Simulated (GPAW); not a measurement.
## Core-hole calculation of the S K edge in ZrS (Fm-3m)

How does the S K edge of ZrS (Fm-3m) move when the bonds are compressed or stretched?

Main program and level: GPAW 26.7.0; X-ray absorption from dipole matrix elements to empty bands, plane-wave PAW LDA.

The database entry behind the starting cell differs from later determinations by our own check (an axis about 1.9 % long against later determinations), so it need not match the best structure at ambient conditions.

**1. Starting point**

The structure is cubic, space group Fm-3m (No. 225). The conventional cell has a = 5.250 Å, b = 5.250 Å, c = 5.250 Å, α = 90.00°, β = 90.00°, γ = 90.00°. Zr has 6 S at 2.62 Å nearest. S has 6 Zr at 2.62 Å nearest. Farther neighbours and most contacts between anions are not listed.

**2. Ground state of the crystal**

The ground state comes first: it tells whether the system has a gap, which decides how the excited electron is treated.

Input file scf.py:

```python
import numpy as np
from ase import Atoms
from ase.parallel import parprint, paropen
from gpaw import GPAW, PW, FermiDirac, Mixer, MixerDif, setup_paths
from gpaw.test import gen
setup_paths.insert(0, '.')
gen('S', name='nch1s', xcname='LDA', corehole=(1, 0, 0), write_xml=True)
from gpaw.mpi import world
world.barrier()

atoms = Atoms('ZrS',
    cell=[[0, 2.625, 2.625],
     [2.625, 0, 2.625],
     [2.625, 2.625, 0]],
    scaled_positions=[[0, 0, 0],
     [0.5, 0.5, 0.5]],
    pbc=True)
atoms.calc = calc = GPAW(legacy_gpaw=True, mode=PW(430), xc='LDA', setups={1: 'nch1s'},
    kpts={'size': (8, 8, 8), 'gamma': True}, occupations=FermiDirac(0.05),
    charge=0, mixer=Mixer(0.1, 5, 50), maxiter=150,
    convergence={'density': 0.0001}, txt='scf.txt')
energy = atoms.get_potential_energy() + calc.get_reference_energy()
ef = calc.get_fermi_level()
out = dict(energy=energy, fermi=ef, forces=atoms.get_forces().tolist())
parprint(f'all-electron energy {energy:.4f} eV, Fermi level {ef:.4f} eV')
ev = np.array([[calc.get_eigenvalues(k, s) for k in range(len(calc.get_ibz_k_points()))] for s in range(calc.get_number_of_spins())])
out['homo'], out['lumo'], out['counts'] = ev[ev < ef].max(), ev[ev > ef].min(), sorted(set((ev < ef).sum((0, 2)).tolist()))
out['filled'] = (ev[:, 0] < ef).sum(1).tolist()
import json
with paropen('out.json', 'w') as f:
    json.dump(out, f)
```

Started as:

```console
$ OMP_NUM_THREADS=1 mpirun -n 2 gpaw python scf.py
```

Numbers of over 12 decimals in the logs are rounded to 6 here.

Output:

```text
Input parameters:
  convergence: {density: 0.0001}
  kpts: {gamma: True,
         size: (8, 8, 8)}
  maxiter: 150
  mixer: {backend: pulay,
          beta: 0.1,
          method: separate,
          nmaxold: 5,
          weight: 50}
  mode: {ecut: 430.0,
         name: pw}
  occupations: {fixmagmom: False,
                name: fermi-dirac,
                width: 0.05}
  setups: {1: nch1s}

Initialize ...

[... PAW data sets ...]

Reference energy: -108611.146639  # eV

Spin-paired calculation

[... convergence settings ...]
Symmetries present (total): 48
  [... symmetry matrices ...]

512 k-points: 8 x 8 x 8 Monkhorst-Pack grid + [1/16,1/16,1/16]
29 k-points in the irreducible part of the Brillouin zone
       k-points in crystal coordinates                weights
   0:     0.00000000    0.00000000    0.00000000          1/512
   1:     0.12500000    0.12500000    0.00000000          6/512
   2:     0.12500000    0.12500000    0.12500000          8/512
   3:     0.25000000    0.12500000    0.12500000         12/512
   4:     0.25000000    0.25000000    0.00000000          6/512
   5:     0.25000000    0.25000000    0.12500000         24/512
   6:     0.25000000    0.25000000    0.25000000          8/512
   7:     0.37500000    0.25000000   -0.37500000         24/512
   8:     0.37500000    0.25000000    0.12500000         24/512
   9:     0.37500000    0.25000000    0.25000000         24/512
          ...
  28:     0.50000000    0.50000000    0.50000000          4/512

Wave functions: Plane wave expansion
  Cutoff energy: 430.000 eV
  Number of coefficients (min, max): 722, 754
  Pulay-stress correction: 0.000000 eV/Ang^3 (de/decut=0.000000)
  Using FFTW library
  Wavefunction extrapolation:
    Improved wavefunction reuse through dual PAW basis

Occupation numbers: Fermi-Dirac:
  width: 0.0500  # eV

Eigensolver
   Davidson(niter=2)

Densities:
  Coarse grid: 18*18*18 grid
  Fine grid: 36*36*36 grid
  Total Charge: 0.000000

Density mixing:
  Method: separate
  Backend: pulay
  Linear mixing parameter: 0.1
  old densities: 5
  Width of damping distribution: 1.1
  Damping of long wavelength oscillations: 50

[... Hamiltonian set-up ...]
Number of atoms: 2
Number of atomic orbitals: 17
Number of bands in calculation: 15
Number of valence electrons: 18
Bands to converge: occupied

... initialized

Initializing position-dependent things.

Density initialized from atomic densities
Creating initial wave functions:
  15 bands from LCAO basis set

               S

       Zr

Atomic positions and initial magnetic moments

Positions:
   0 Zr     0.000000    0.000000    0.000000    ( 0.0000,  0.0000,  0.0000)
   1 S      2.625000    2.625000    2.625000    ( 0.0000,  0.0000,  0.0000)

Unit cell:
           periodic     x           y           z      points  spacing
  1. axis:    yes    0.000000    2.625000    2.625000    18     0.1684
  2. axis:    yes    2.625000    0.000000    2.625000    18     0.1684
  3. axis:    yes    2.625000    2.625000    0.000000    18     0.1684

  Lengths:   3.712311   3.712311   3.712311
  Angles:   60.000000  60.000000  60.000000

Effective grid spacing dv^(1/3) = 0.1837

iter:   1   -16.010145
iter:   2   -16.036505   -0.89  -1.42
iter:   3   -15.975874   -1.52  -1.47
iter:   4   -15.973289   -2.89  -1.81
iter:   5   -15.980794c  -2.78  -1.81
iter:   6   -15.976144c  -2.56  -2.16
iter:   7   -15.976741c  -3.46  -2.73
iter:   8   -15.974848c  -3.69  -2.63
iter:   9   -15.974529c  -3.65  -3.03
iter:  10   -15.974538c  -4.78  -3.84
iter:  11   -15.974555c  -5.36  -3.83
iter:  12   -15.974546c  -6.53  -3.90
iter:  13   -15.974544c  -6.79  -4.16c
iter:  14   -15.974541c  -6.51  -4.27c
iter:  15   -15.974541c  -7.14  -5.15c
iter:  16   -15.974541c  -7.92c -4.86c

Converged after 16 iterations.

Dipole moment: (-0.000000, -0.000000, -0.000000) |e|*Ang

Energy contributions relative to reference atoms: (reference = -108611.146639)

Kinetic:         +4.968751
Potential:       -5.128167
External:        +0.000000
XC:             -16.069969
Entropy (-ST):   -0.010585
Local:           +0.260136
SIC:             +0.000000
--------------------------
Free energy:    -15.979834
Extrapolated:   -15.974541

Showing only first 2 kpts
 Kpt  Band  Eigenvalues  Occupancy
  0     7      7.48984    2.00000
  0     8      9.62621    2.00000
  0     9      9.62621    2.00000
  0    10      9.62621    2.00000

  1     7      7.07110    2.00000
  1     8      9.21623    2.00000
  1     9     10.44441    1.99998
  1    10     10.56795    1.99982

Fermi level: 11.03324

No gap
No difference between direct/indirect transitions

Forces in eV/Ang:
  0 Zr   -0.00000    0.00000    0.00000
  1 S     0.00000    0.00000    0.00000
Scalar-relativistic atomic LDA calculation for S (Sulfur, Z=16)
Core hole in 1s state (1s occupation: 2.0)
450 radial gridpoints.
|------------------------------------------------|
|------------------------------------------------|
[... the atom generator's iteration count ...]

Energy contributions:
-------------------------
Kinetic:     +398.923399
XC:           -24.210329
Potential:   -772.509196
-------------------------
Total:       -397.796126

state      eigenvalue         ekin         rmax
-----------------------------------------------
1s^2.0 :   -88.078630   121.519046        0.063
2s^2.0 :    -7.745453    18.438857        0.389
2p^6.0 :    -5.751715    17.606302        0.325
3s^2.0 :    -0.634959     2.788351        1.406
3p^4.0 :    -0.261139     1.948270        1.598
-----------------------------------------------
(units: Bohr and Hartree)

Generating PAW setup
Kinetic energy of the core from tauc = 386.637961197899
Cutoffs:
rc(s)=1.840
rc(p)=1.850
rc(d)=1.700
rc(vbar)=1.720
rc(comp)=1.430
rc(nct)=1.850

Kinetic energy of the core states: 385.553617
Charge: 0.0
Core electrons: 10.0
Valence electrons: 6.0
Pseudo-core charge: 0.059824
Shape function alpha=4.890
Pseudo-electron charge 6.430847
state    eigenvalue         norm
--------------------------------
3s(2) :    -0.634959     1.191395
*s    :     0.365041
3p(4) :    -0.261139     0.997058
*p    :     0.738861
*d    :     0.000000
--------------------------------

Diagonalizing with gridspacing h=0.050

state   all-electron     PAW
-------------------------------
3s:      -0.634959    -0.635587
3p:      -0.261139    -0.261554
*d:                    0.043150
*f:                    0.074695
-------------------------------
all-electron energy -108627.1212 eV, Fermi level 11.0332 eV
```

It took 15 s on 2 MPI ranks of Intel Xeon Platinum 8259CL at 2.50GHz (Skylake/Cascade Lake), shared host; peak memory 0.17 GiB; 29 s of CPU time.

The mesh shows no gap, so the system is treated as a metal and the core electron is put at the Fermi level (neutral cell).

**3. Reference energy of the supercell**

The photon energy needs a difference of total energies, so the cell and mesh of the coming hole run are first run without a hole.

Edit scf.py of step 2 so:

```diff
@@ -10,11 +10,21 @@
 
-atoms = Atoms('ZrS',
-    cell=[[0, 2.625, 2.625],
-     [2.625, 0, 2.625],
-     [2.625, 2.625, 0]],
+atoms = Atoms('Zr6S6',
+    cell=[[2.625, 5.25, 2.625],
+     [5.25, -2.625, -2.625],
+     [2.625, 2.625, -5.25]],
     scaled_positions=[[0, 0, 0],
-     [0.5, 0.5, 0.5]],
+     [0.5, 0.16666667, 0.16666667],
+     [0, 0.33333333, 0.33333333],
+     [0.5, 0.5, 0.5],
+     [0, 0.66666667, 0.66666667],
+     [0.5, 0.83333333, 0.83333333],
+     [0.75, 0.25, 0.75],
+     [0.25, 0.41666667, 0.91666667],
+     [0.75, 0.58333333, 0.08333333],
+     [0.25, 0.75, 0.25],
+     [0.75, 0.91666667, 0.41666667],
+     [0.25, 0.08333333, 0.58333333]],
     pbc=True)
-atoms.calc = calc = GPAW(legacy_gpaw=True, mode=PW(430), xc='LDA', setups={1: 'nch1s'},
-    kpts={'size': (8, 8, 8), 'gamma': True}, occupations=FermiDirac(0.05),
+atoms.calc = calc = GPAW(legacy_gpaw=True, mode=PW(430), xc='LDA', setups={6: 'nch1s'},
+    kpts={'size': (3, 3, 3), 'gamma': True}, occupations=FermiDirac(0.1),
     charge=0, mixer=Mixer(0.1, 5, 50), maxiter=150,
```

Output:

```text
Input parameters:
  convergence: {density: 0.0001}
  kpts: {gamma: True,
         size: (3, 3, 3)}
  maxiter: 150
  mixer: {backend: pulay,
          beta: 0.1,
          method: separate,
          nmaxold: 5,
          weight: 50}
  mode: {ecut: 430.0,
         name: pw}
  occupations: {fixmagmom: False,
                name: fermi-dirac,
                width: 0.1}
  setups: {6: nch1s}

Initialize ...

[...]
3s(2) :    -0.634959     1.191395
*s    :     0.365041
3p(4) :    -0.261139     0.997058
*p    :     0.738861
*d    :     0.000000
--------------------------------

Diagonalizing with gridspacing h=0.050

state   all-electron     PAW
-------------------------------
3s:      -0.634959    -0.635587
3p:      -0.261139    -0.261554
*d:                    0.043150
*f:                    0.074695
-------------------------------
all-electron energy -651762.7291 eV, Fermi level 11.0047 eV
[key lines of the parts left out:]
Converged after 20 iterations.
Dipole moment: (0.000000, -0.000000, 0.000000) |e|*Ang
Free energy:    -95.997377
Fermi level: 11.00473
```

Wall time 81 s (2 MPI ranks); peak memory 0.31 GiB; 2.7 min of CPU time.

Reference energy: -651762.729 eV with the cores included.

(Continued in part 2 of 3.)

[Banner, clock and machine lines of the logs are left out without a mark of their own.]

[Logs are printed without paths, hosts, clocks, repeated set-up lines and the standing remarks that a program may print on its own settings, such as how far it seeks lower states.]

[Hosts, paths, dates, database ids (printed as entryN), source tags and the programs' standing remarks are cut or masked in the printed files.]

[Lists of maxima count a maximum above −3 eV only where it reaches 4 % of the highest in the window and stands out from its surroundings by 2 % of it (1.5 % where it reaches 55 %); shoulders and weaker maxima are passed over, and of the rest the first, up to two pre-edge ones and the few strongest are named.]
